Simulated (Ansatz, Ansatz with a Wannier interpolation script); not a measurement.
# From a coarse GW mesh to bands everywhere: CdHClO (P6_3mc)

Aim: the G0W0 bands of CdHClO (P6_3mc) along the symmetry lines, with the gap off the mesh.

Method: LDA, Wannier functions and G0W0, plane waves, PAW, in Ansatz 0.2.0.

This is a report of a sequence of runs, with most program output left out.

**1. Starting point**

It takes space group P6_3mc (No. 186, hexagonal). The conventional cell has a = 3.665 Å, b = 3.665 Å, c = 10.230 Å, α = 90.00°, β = 90.00°, γ = 120.00°. Nearest to Cd lie 3 O at 2.26 Å and 3 Cl at 2.69 Å. Nearest to H lie 1 O at 0.98 Å. Nearest to Cl lie 3 Cd at 2.69 Å and 3 H at 2.71 Å. Nearest to O lie 1 H at 0.98 Å and 3 Cd at 2.26 Å. Farther neighbours and most contacts between anions are not listed.

Geometry: measured cell, ions relaxed with LDA. The runs that relaxed it are not among those shown. The default PAW set here is soft_2. Its files were made with PBE.

**2. LDA bands**

The cheap functional maps the bands first; the places of the edges decide which points the dearer methods must see.

This step: DFT, LDA, plane waves, PAW.

input.yaml reads:

```yaml
crystal:
  lattice:
    - [3.6648, 0.0, 0.0]
    - [-1.8324, 3.1738098998, 0.0]
    - [0.0, 0.0, 10.2305]
  atoms:
    - { symbol: Cd, position: [0.3333333333, 0.6666666667, 0.0081401704] }
    - { symbol: Cd, position: [0.6666666667, 0.3333333333, 0.5081401704] }
    - { symbol: H, position: [0.0, 0.0, 0.1812524944] }
    - { symbol: H, position: [0.0, 0.0, 0.6812524944] }
    - { symbol: Cl, position: [0.3333333333, 0.6666666667, 0.3460004021] }
    - { symbol: Cl, position: [0.6666666667, 0.3333333333, 0.8460004021] }
    - { symbol: O, position: [0.0, 0.0, 0.0850169331] }
    - { symbol: O, position: [0.0, 0.0, 0.5850169331] }
kpoints:
  mp_grid: { grid: [6, 6, 2] }
  band_path:
    path:
      - [[0.0, 0.0, 0.0], [0.5, 0.0, 0.0], [0.33333333, 0.33333333, 0.0], [0.0, 0.0, 0.0], [0.0, 0.0, 0.5], [0.5, 0.0, 0.5], [0.33333333, 0.33333333, 0.5], [0.0, 0.0, 0.5]]
      - [[0.5, 0.0, 0.5], [0.5, 0.0, 0.0]]
      - [[0.33333333, 0.33333333, 0.5], [0.33333333, 0.33333333, 0.0]]
    npoints: 10
hamiltonian:
  xc: lda
scf:
  occupations: { method: fermi_dirac, width: 0.02 }
  n_extra_bands: 63
output:
  eigenvalues: true
  fatbands: true
  write_density: true
  write_potential: true
  elf: true
  volumetric_format: npy
```

On the command line:

```console
$ ansatz run input.yaml --threads 4 --pin off --max-ram 18432MiB --backend cpu --events-out ev --progress --plain --runs-dir out
```

Wall time 39 s (4 threads of Arm Neoverse V1, shared host); peak memory 0.92 GiB.

This step gave:

- filled bands: 34
- gap: 2.310 eV
- valence top at: Γ
- conduction bottom at: Γ
- least direct gap: 2.310 eV

The gap is direct, at Γ.

ELF in the ac plane at fractional y = 0.000, with atoms of H and O within 0.2 Å of it. It is the smooth field of the valence electrons, not physical close to the nuclei.

Values, 24 rows by 14 columns, each cell a mean:
```
0.19 0.15 0.09 0.07 0.08 0.11 0.13 0.14 0.13 0.10 0.08 0.07 0.11 0.17
0.02 0.02 0.04 0.08 0.14 0.19 0.22 0.22 0.21 0.18 0.13 0.06 0.03 0.02
0.01 0.02 0.07 0.21 0.38 0.53 0.61 0.63 0.59 0.49 0.35 0.15 0.05 0.02
0.02 0.03 0.09 0.30 0.54 0.71 0.78 0.79 0.76 0.67 0.49 0.22 0.07 0.02
0.02 0.03 0.07 0.23 0.47 0.66 0.75 0.76 0.73 0.62 0.42 0.16 0.05 0.02
0.12 0.07 0.04 0.07 0.20 0.40 0.54 0.57 0.51 0.34 0.16 0.05 0.05 0.08
0.84 0.69 0.33 0.07 0.04 0.07 0.13 0.15 0.11 0.05 0.04 0.13 0.42 0.74
0.97 0.92 0.68 0.28 0.10 0.04 0.02 0.02 0.03 0.04 0.12 0.40 0.76 0.94
0.81 0.80 0.72 0.52 0.27 0.10 0.05 0.04 0.06 0.13 0.32 0.60 0.75 0.80
0.36 0.62 0.79 0.69 0.38 0.13 0.09 0.09 0.09 0.17 0.45 0.76 0.78 0.55
0.65 0.77 0.82 0.61 0.25 0.12 0.14 0.15 0.13 0.12 0.31 0.72 0.83 0.74
0.71 0.68 0.54 0.25 0.11 0.12 0.17 0.19 0.16 0.11 0.12 0.34 0.59 0.69
0.19 0.15 0.09 0.07 0.08 0.11 0.13 0.14 0.13 0.10 0.08 0.07 0.11 0.17
0.02 0.02 0.04 0.08 0.14 0.19 0.22 0.22 0.21 0.18 0.13 0.06 0.03 0.02
0.01 0.02 0.07 0.21 0.38 0.53 0.61 0.63 0.59 0.49 0.35 0.15 0.05 0.02
0.02 0.03 0.09 0.30 0.54 0.71 0.78 0.79 0.76 0.67 0.50 0.22 0.07 0.02
0.02 0.03 0.07 0.23 0.47 0.66 0.75 0.76 0.73 0.62 0.42 0.16 0.05 0.02
0.12 0.07 0.04 0.07 0.20 0.40 0.54 0.57 0.51 0.34 0.16 0.05 0.04 0.08
0.84 0.69 0.33 0.07 0.04 0.07 0.13 0.15 0.11 0.05 0.04 0.13 0.42 0.74
0.97 0.92 0.68 0.28 0.10 0.04 0.02 0.02 0.03 0.04 0.12 0.40 0.76 0.94
0.81 0.80 0.72 0.52 0.27 0.10 0.05 0.04 0.06 0.13 0.32 0.60 0.75 0.80
0.36 0.62 0.79 0.69 0.37 0.13 0.09 0.09 0.09 0.17 0.45 0.76 0.78 0.55
0.65 0.77 0.82 0.61 0.25 0.12 0.14 0.15 0.13 0.12 0.31 0.72 0.83 0.74
0.71 0.68 0.54 0.25 0.11 0.12 0.17 0.19 0.16 0.11 0.12 0.34 0.59 0.69
```
Columns run along a (3.7 Å), rows up along c (10.2 Å). Atoms in or near the plane, at fractional coordinates: H at (0.00, 0.18), H at (0.00, 0.68), O at (0.00, 0.09), O at (0.00, 0.59).

Electrostatic potential energy in the ac plane at fractional y = 0.000, with atoms of H and O within 0.2 Å of it. With pseudopotentials it is smooth inside the atoms' cores, unlike the true potential.

Ten even steps from '_' (-36 eV) to '@' (12 eV), each cell a mean:
```
@@@@@@@@@@%%%%%%%%%%@@@@@@@@
@@@@@@@@@@@@%%%%@@@@@@@@@@@@
@@@@@@@@@@@@@@@@@@@@@@@@@@@@
@@@@@@@@@@@@@@%%@@@@@@@@@@@@
@@@@@@@@@@@@@@@@@@@@@@@@@@@@
@@@@@@@@@@@@@@@@@@@@@@@@@@@@
++##%%@@@@@@@@@@@@@@@@@@%%**
__--%%@@@@@@@@@@@@@@@@@@##..
__--##@@@@@@@@@@@@@@@@@@**::
____--%%@@@@@@@@@@@@@@##::__
__..++@@@@%%%%%%%%@@@@%%==..
##%%@@@@@@%%######%%@@@@@@%%
@@@@@@@@@@%%%%%%%%%%@@@@@@@@
@@@@@@@@@@@@%%%%@@@@@@@@@@@@
@@@@@@@@@@@@@@@@@@@@@@@@@@@@
@@@@@@@@@@@@@@%%@@@@@@@@@@@@
@@@@@@@@@@@@@@@@@@@@@@@@@@@@
@@@@@@@@@@@@@@@@@@@@@@@@@@@@
++##%%@@@@@@@@@@@@@@@@@@%%**
__--%%@@@@@@@@@@@@@@@@@@##..
__--##@@@@@@@@@@@@@@@@@@**::
____--%%@@@@@@@@@@@@@@##::__
__..++@@@@%%%%%%%%@@@@%%==..
##%%@@@@@@%%######%%@@@@@@%%
```
Columns run along a (3.7 Å; values clipped at the 3rd and 97th percentile), rows up along c (10.2 Å). Atoms in or near the plane, at fractional coordinates: H at (0.00, 0.18), H at (0.00, 0.68), O at (0.00, 0.09), O at (0.00, 0.59).

**3. Wannier functions (Cd:5s Cl:3p O:2p) on 12×12×4**

Localised functions give a small Hamiltonian that interpolates between mesh points at no cost.

This step: maximally localised Wannier functions, LDA, plane waves, PAW.

input.yaml, the sections that differ from step 2:

```yaml
kpoints:
  mp_grid: { grid: [6, 6, 2] }
scf:
  occupations: { method: fixed }
  n_extra_bands: 63
output:
  wannier:
    kmesh: [12, 12, 4]
    projections:
      - { species: Cd, l: s, shell: 5 }
      - { species: Cl, l: p, shell: 3 }
      - { species: O, l: p, shell: 2 }
    minimise: true
    write_hr: true
    seedname: w
    conv_tol: 1.0e-07
    max_iter: 4000
    disentanglement:
      window: [0.24, 12.63]
      frozen_window: [0.24, 8.3]
      conv_tol: 1.0e-08
# crystal, hamiltonian: as in step 2
```

Wall time 40 s (4 threads); peak memory 2.8 GiB; 2.4 min of CPU time.

This step gave:

| Property | Result |
| --- | --- |
| gauge-invariant spread | 30.21 Å² |
| diagonal spread | 0.2427 Å² |
| off-diagonal spread | 0.9134 Å² |
| total spread | 31.37 Å² |
| least projectability | 0.4836 |
| localisation steps | 23 |
| disentanglement steps | 147 |
| r.m.s. interpolation error | 4.58e-4 eV |
| r.m.s. error near the gap | 6.01e-4 eV |

Near the gap the model misses directly solved bands by 0.6 meV r.m.s. and by 10 meV at most in the window tested. This tests the starting bands, not the corrections carried with them.

Wannier functions, by row:

```tsv
function	x (Å)	y (Å)	z (Å)	spread (Å²)	nearest atom	distance (Å)
1	0	2.116	0.016	4.045	Cd1	0.067
2	1.832	1.058	5.131	4.045	Cd2	0.067
3	0	2.115	3.56	1.938	Cl5	0.02
4	0	2.099	3.622	1.879	Cl5	0.084
5	0	2.134	3.622	1.879	Cl5	0.084
6	1.832	1.059	8.675	1.938	Cl6	0.02
7	1.832	1.075	8.737	1.879	Cl6	0.084
8	1.832	1.04	8.737	1.879	Cl6	0.084
9	0.279	-0.161	0.723	1.981	O7	0.354
10	-0.279	-0.161	0.723	1.981	O7	0.354
11	0	0.322	0.723	1.981	O7	0.354
12	0.279	0.161	5.838	1.981	O8	0.354
13	-0.279	0.161	5.838	1.981	O8	0.354
14	0	-0.322	5.838	1.981	O8	0.354
```

Frozen up to 3.21 eV; above it the model need not follow the bands. Electronic bands along the path, in eV, zero at the valence-band top:

```tsv
point	band 31	band 32	band 33	band 34	band 35	band 36
Γ	-0.15	-0.15	0.00	0.00	2.31	4.50
halfway	-1.14	-0.68	-0.30	-0.04	4.24	5.12
M	-1.21	-0.45	-0.39	-0.05	4.73	5.58
halfway	-1.00	-0.79	-0.49	-0.25	5.23	5.81
K	-1.72	-1.20	-0.30	-0.30	5.90	5.90
halfway	-0.66	-0.59	-0.51	-0.49	4.68	5.25
Γ	-0.15	-0.15	0.00	0.00	2.31	4.50
halfway	-0.13	-0.13	-0.02	-0.02	2.59	4.12
A	-0.07	-0.07	-0.07	-0.07	3.27	3.27
halfway	-0.91	-0.91	-0.16	-0.16	4.66	4.66
L	-0.83	-0.83	-0.21	-0.21	5.09	5.09
halfway	-1.03	-1.03	-0.28	-0.28	5.48	5.48
H	-1.49	-1.49	-0.23	-0.23	5.91	5.91
halfway	-0.80	-0.80	-0.34	-0.34	4.96	4.96
A	-0.07	-0.07	-0.07	-0.07	3.27	3.27
jump to L	-0.83	-0.83	-0.21	-0.21	5.09	5.09
halfway	-1.10	-0.56	-0.34	-0.10	4.83	5.42
M	-1.21	-0.45	-0.39	-0.05	4.73	5.58
jump to H	-1.49	-1.49	-0.23	-0.23	5.91	5.91
halfway	-1.70	-1.28	-0.26	-0.26	5.90	5.90
K	-1.72	-1.20	-0.30	-0.30	5.90	5.90
```

The same for Kohn-Sham, solved directly:

```tsv
point	band 31	band 32	band 33	band 34	band 35	band 36
Γ	-0.15	-0.15	0.00	0.00	2.31	4.50
M	-1.21	-0.45	-0.39	-0.05	4.70	5.50
K	-1.72	-1.20	-0.30	-0.30	5.90	5.90
Γ	-0.15	-0.15	0.00	0.00	2.31	4.50
A	-0.07	-0.07	-0.07	-0.07	3.27	3.27
L	-0.83	-0.83	-0.21	-0.21	5.07	5.07
H	-1.49	-1.49	-0.23	-0.23	5.91	5.91
A	-0.07	-0.07	-0.07	-0.07	3.27	3.27
L	-0.83	-0.83	-0.21	-0.21	5.07	5.07
M	-1.21	-0.45	-0.39	-0.05	4.70	5.50
H	-1.49	-1.49	-0.23	-0.23	5.91	5.91
K	-1.72	-1.20	-0.30	-0.30	5.90	5.90
```

**4. G0W0 at every point of the mesh: 6×6×2 mesh, 447 empty bands, screening to 140 eV**

G0W0 replaces the xc potential by the self-energy, built once from these orbitals. Only a window of levels is corrected, while the sums run over the empty bands that the input names.

This step: G0W0 on LDA, plane waves, PAW.

input.yaml, the sections that differ from step 3:

```yaml
scf:
  occupations: { method: fixed }
gw:
  n_empty_bands: 447
  ecut_chi: 140.0
  qp_bands: [v12, c1]
  screening: { model: contour_deformation }
# crystal, kpoints, hamiltonian: as in step 3
# output: removed
```

It took 19 min on 4 threads; peak memory 2.8 GiB; 75 min of CPU time.

This step gave:

| Item | Value |
| --- | --- |
| bands summed | 481 |
| RPA ε∞ on this mesh (eigenvalues) | 3.377, 3.791, 3.791 |
| plane waves in the screening matrix | 451 |
| q-points in the mesh | 72 |
| G0W0 gap on the mesh | 4.210 eV |
| k of the valence top | 0, 0, 0 |
| k of the conduction bottom | 0, 0, 0 |
| starting gap on the mesh | 2.310 eV |
| Z at the valence top | 0.7665 |
| Z at the conduction bottom | 0.8279 |
| least direct G0W0 gap on the computed points | 4.210 eV |

The gap on the mesh goes from 2.31 eV to 4.21 eV, a correction of +1.90 eV. Between the two edge states, bare exchange in place of the xc potential would open the gap by 8.99 eV, and correlation takes back 7.09 eV.

**5. Interpolating the corrections**

A script adds the corrections, carried to the Wannier functions and back, to the LDA levels, along the path and on a 26×26×4 mesh.

- G0W0 gap over the zone: 4.210 eV
- valence top at: Γ
- conduction bottom at: Γ
- starting gap over the zone: 2.310 eV
- least direct G0W0 gap: 4.210 eV
- G0W0 gap on the mesh: 4.210 eV
- valence width, start: 4.703 eV
- valence width, G0W0: 4.983 eV
- gap by a rigid shift: 4.210 eV

Levels solved directly plus the interpolated quasiparticle correction. Limits: finite bands, cutoff and mesh; d shell near the gap, gap tends to lie low; no spin-orbit coupling. Quasiparticle bands along the path, in eV, zero at the valence-band top of each set:

```tsv
point	band 31	band 32	band 33	band 34	band 35
Γ	-0.22	-0.22	0.00	0.00	4.21
halfway	-1.07	-0.69	-0.36	-0.03	6.29
M	-1.36	-0.47	-0.46	-0.04	6.86
halfway	-1.17	-0.87	-0.51	-0.21	7.42
K	-1.74	-1.35	-0.30	-0.30	8.23
halfway	-0.67	-0.59	-0.56	-0.50	6.78
Γ	-0.22	-0.22	0.00	0.00	4.21
halfway	-0.18	-0.18	-0.03	-0.03	4.49
A	-0.09	-0.09	-0.09	-0.09	5.23
halfway	-0.93	-0.93	-0.17	-0.17	6.76
L	-0.90	-0.90	-0.23	-0.23	7.28
halfway	-1.18	-1.18	-0.26	-0.26	7.76
H	-1.66	-1.66	-0.21	-0.21	8.24
halfway	-0.83	-0.83	-0.35	-0.35	7.11
A	-0.09	-0.09	-0.09	-0.09	5.23
jump to L	-0.90	-0.90	-0.23	-0.23	7.28
halfway	-1.22	-0.59	-0.39	-0.09	6.98
M	-1.36	-0.47	-0.46	-0.04	6.86
jump to H	-1.66	-1.66	-0.21	-0.21	8.24
halfway	-1.87	-1.44	-0.26	-0.26	8.23
K	-1.74	-1.35	-0.30	-0.30	8.23
```

The same for LDA:

```tsv
point	band 31	band 32	band 33	band 34	band 35
Γ	-0.15	-0.15	0.00	0.00	2.31
M	-1.21	-0.45	-0.39	-0.05	4.70
K	-1.72	-1.20	-0.30	-0.30	5.90
Γ	-0.15	-0.15	0.00	0.00	2.31
A	-0.07	-0.07	-0.07	-0.07	3.27
L	-0.83	-0.83	-0.21	-0.21	5.07
H	-1.49	-1.49	-0.23	-0.23	5.91
A	-0.07	-0.07	-0.07	-0.07	3.27
L	-0.83	-0.83	-0.21	-0.21	5.07
M	-1.21	-0.45	-0.39	-0.05	4.70
H	-1.49	-1.49	-0.23	-0.23	5.91
K	-1.72	-1.20	-0.30	-0.30	5.90
```

The density of states has structure finer than the step of the table below, so its rows give means over 0.25 eV, whole bins alone (the curve runs from -6 to 5.1 eV). Peaks (eV: height): G0W0 -4.900: 11.1, -3.500: 3.90, -2.000: 6.64, -1.100: 6.62, -0.300: 10.2; LDA -4.600: 10.7, -3.500: 3.67, -2.000: 7.18, -1.000: 7.39, -0.300: 10.7.

Wannier model on a dense mesh, Gaussian width 0.15 eV. Limits: finite bands, cutoff and mesh; d shell near the gap, gap tends to lie low; no spin-orbit coupling. The density of states by energy, zero at the valence-band top of each set; means over each step; values in states/eV/cell:

```tsv
energy (eV)	G0W0	LDA
-5.50	8.7e-4	0
-5.25	0.387	5.9e-5
-5.00	6.44	0.133
-4.75	7.65	4.16
-4.50	1.47	8.97
-4.25	0.0606	2.50
-4.00	0.0383	0.323
-3.75	1.26	1.74
-3.50	3.54	3.45
-3.25	3.00	2.63
-3.00	2.72	2.14
-2.75	4.29	3.52
-2.50	4.66	4.77
-2.25	5.47	5.35
-2.00	6.54	6.94
-1.75	6.10	6.38
-1.50	5.41	5.30
-1.25	6.11	5.62
-1.00	6.28	6.98
-0.75	5.41	5.66
-0.50	6.95	6.81
-0.25	8.92	9.24
0.00	3.16	3.22
0.25	0.156	0.147
0.50	4.6e-4	3.9e-4
0.75	0	0
1.00	0	0
1.25	0	0
1.50	0	0
1.75	0	0
2.00	0	5.2e-4
2.25	0	0.0133
2.50	0	0.0592
2.75	0	0.124
3.00	0	0.156
3.25	0	0.218
3.50	0	0.297
3.75	0	0.340
4.00	0.00259	0.415
4.25	0.0262	0.593
4.50	0.0809	0.853
4.75	0.126	1.70
```

Corrections by starting level (eV, on the run's own energy scale, so only their differences matter):

```tsv
start	correction
-4.69	−1.27
-4.56	−1.35
-4.32	−1.39
-3.46	−0.97
-2.72	−1.07
-2.29	−1.14
-1.96	−1.07
-1.70	−0.99
-1.49	−1.17
-1.06	−0.94
-0.82	−0.91
-0.62	−1.00
-0.31	−0.98
-0.15	−1.07
-0.02	−0.99
2.31	+0.90
5.90	+1.36
```

**6. LDA+SOC bands, for comparison**

Spin-orbit coupling can split or shift the edges; a non-collinear run measures by how much.

This step: DFT, LDA with spin-orbit coupling, plane waves, PAW.

input.yaml, the sections that differ from step 4:

```yaml
kpoints:
  mp_grid: { grid: [6, 6, 2] }
  band_path:
    path:
      - [[0.0, 0.0, 0.0], [0.5, 0.0, 0.0], [0.33333333, 0.33333333, 0.0], [0.0, 0.0, 0.0], [0.0, 0.0, 0.5], [0.5, 0.0, 0.5], [0.33333333, 0.33333333, 0.5], [0.0, 0.0, 0.5]]
      - [[0.5, 0.0, 0.5], [0.5, 0.0, 0.0]]
      - [[0.33333333, 0.33333333, 0.5], [0.33333333, 0.33333333, 0.0]]
    npoints: 10
scf:
  occupations: { method: fermi_dirac, width: 0.02 }
  n_extra_bands: 12
magnetization:
  noncollinear: true
  spin_orbit: true
output:
  eigenvalues: true
# crystal, hamiltonian: as in step 4
# gw: removed
```

Wall time 51 s (4 threads); peak memory 1.3 GiB.

This step gave:

```
filled bands         : 68
gap                  : 2.304 eV
valence top at       : Γ
conduction bottom at : Γ
least direct gap     : 2.304 eV
```

The gap stands −0.01 eV against LDA.

Electronic bands along the path, in eV, zero at the top of the highest nominally filled band:

```tsv
point	band 65	band 66	band 67	band 68	band 69	band 70	band 71	band 72
Γ	0.00	0.00	0.00	0.00	2.30	2.30	4.49	4.49
halfway	-0.31	-0.31	-0.04	-0.04	4.17	4.20	5.09	5.12
M	-0.40	-0.40	-0.05	-0.05	4.69	4.69	5.50	5.50
halfway	-0.50	-0.48	-0.27	-0.23	5.17	5.18	5.79	5.79
K	-0.32	-0.30	-0.30	-0.29	5.88	5.89	5.89	5.89
halfway	-0.54	-0.51	-0.48	-0.48	4.60	4.63	5.23	5.25
Γ	0.00	0.00	0.00	0.00	2.30	2.30	4.49	4.49
halfway	-0.02	-0.02	-0.02	-0.02	2.58	2.58	4.04	4.04
A	-0.06	-0.06	-0.06	-0.06	3.26	3.26	3.26	3.26
halfway	-0.16	-0.16	-0.16	-0.16	4.58	4.58	4.60	4.60
L	-0.21	-0.21	-0.21	-0.21	5.06	5.06	5.06	5.06
halfway	-0.29	-0.29	-0.28	-0.28	5.47	5.47	5.48	5.48
H	-0.23	-0.23	-0.23	-0.23	5.90	5.90	5.90	5.90
halfway	-0.36	-0.36	-0.33	-0.33	4.89	4.89	4.91	4.91
A	-0.06	-0.06	-0.06	-0.06	3.26	3.26	3.26	3.26
jump to L	-0.21	-0.21	-0.21	-0.21	5.06	5.06	5.06	5.06
halfway	-0.34	-0.34	-0.10	-0.10	4.80	4.80	5.35	5.35
M	-0.40	-0.40	-0.05	-0.05	4.69	4.69	5.50	5.50
jump to H	-0.23	-0.23	-0.23	-0.23	5.90	5.90	5.90	5.90
halfway	-0.28	-0.27	-0.27	-0.26	5.89	5.89	5.90	5.90
K	-0.32	-0.30	-0.30	-0.29	5.88	5.89	5.89	5.89
```

**7. Outcome**

```
LDA gap                             : 2.31 eV
G0W0 gap over the zone              : 4.21 eV, direct
least direct G0W0 gap, in the model : 4.21 eV
with the spin-orbit change          : 4.20 eV
GW settings                         : 6×6×2 mesh, 447 empty bands, screening to 140 eV
known limits                        : not at the basis limit; d shell near the gap, gap tends to lie low; no spin-orbit coupling
```

The Wannier model follows the LDA bands to under 1 meV r.m.s. near the gap. The G0W0 gap over the zone is 4.21 eV, direct, from Γ to Γ; on the mesh alone it is 4.21 eV, nearly the same. The valence width in the model goes from 4.70 eV to 4.98 eV. LDA+SOC gives a gap of 2.30 eV on the same path, a spin-orbit change of −0.01 eV that would bring the G0W0 gap to 4.20 eV. Bands and cutoff are finite, so the gap is not at the basis limit. The miss can reach some tenths of an eV and take either sign; the mesh is an error of its own. Above the frozen window of the model the interpolated levels need not meet the computed ones, even at points of the mesh. A d shell, filled or nearly so, lies near the gap. One-shot GW converges very slowly in bands there, not always from below, and on a semilocal start the gap tends to come out low; starts rich in exact exchange can overshoot instead.

[Paths, hosts, dates, memory and timing lines, banners, echoed tables and standing remarks are left out of the program output.]

[Logs are printed without paths, hosts, clocks, repeated set-up lines and the standing remarks that a program may print on its own settings, such as how far it seeks lower states.]

[Runs of the session that timed out or met a known fault of the program may be left out.]

[Hosts, paths, dates, database ids (printed as entryN), source tags and the programs' standing remarks are cut or masked in the printed files.]
